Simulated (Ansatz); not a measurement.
Planning a run of Ansatz 0.2.0 on Ta2O5 (Pmmm). The input:

```yaml
crystal:
  lattice:
    - [3.677, 0.0, 0.0]
    - [0.0, 3.897, 0.0]
    - [0.0, 0.0, 6.217]
  atoms:
    - { symbol: Ta, position: [0.5, 0.0, 0.5] }
    - { symbol: Ta, position: [0.0, 0.0, 0.0] }
    - { symbol: O, position: [0.0, 0.0, 0.3219126261] }
    - { symbol: O, position: [0.0, 0.0, 0.6780873739] }
    - { symbol: O, position: [0.5, 0.5, 0.5] }
    - { symbol: O, position: [0.5, 0.0, 0.0] }
    - { symbol: O, position: [0.0, 0.5, 0.0] }
kpoints:
  mp_grid: { grid: [4, 4, 4] }
hamiltonian:
  xc: lda
  pseudopotentials: { kind: paw, azcp: { folder: soft_1 }, xc_functional: pbe }
scf:
  occupations: { method: fixed }
gw:
  n_empty_bands: 202
  ecut_chi: 100
  qp_bands: [v2, c2]
  qp_kpoints: band_edges
  screening: { model: contour_deformation }
```

```sh
ansatz run input.yaml --threads 3 --pin off --max-ram 92160MiB --backend cuda --events-out ev --progress --plain --runs-dir out --devices 1 --max-vram 13GiB
```

Question: Estimate wall time and host memory on 1 × NVIDIA H100 80GB HBM3 (shared by 6 runs) with 3 threads of AMD EPYC 7R13 (Zen 3), shared host.

It took 26 s; on shared hardware allow 13 s to 53 s. Peak host memory was 1.4 GiB. The sizes that set the cost: 1749 plane waves a state, 27 irreducible k points, 230 bands summed, 193 plane waves in the screening and 12 SCF cycles.

The screening grows as filled bands × empty bands × pairs of k points, times the square of the screening basis for the matrix.

[Paths, hosts, dates, memory and timing lines, banners, echoed tables and standing remarks are left out of the program output.]

[Logs are printed without paths, hosts, clocks, repeated set-up lines and the standing remarks that a program may print on its own settings, such as how far it seeks lower states.]

[Runs of the session that timed out or met a known fault of the program may be left out.]

[Cells called generated may have been cut or substituted from an entry of the Crystallography Open Database or the Materials Project.]

[Hosts, paths, dates, database ids (printed as entryN), source tags and the programs' standing remarks are cut or masked in the printed files.]
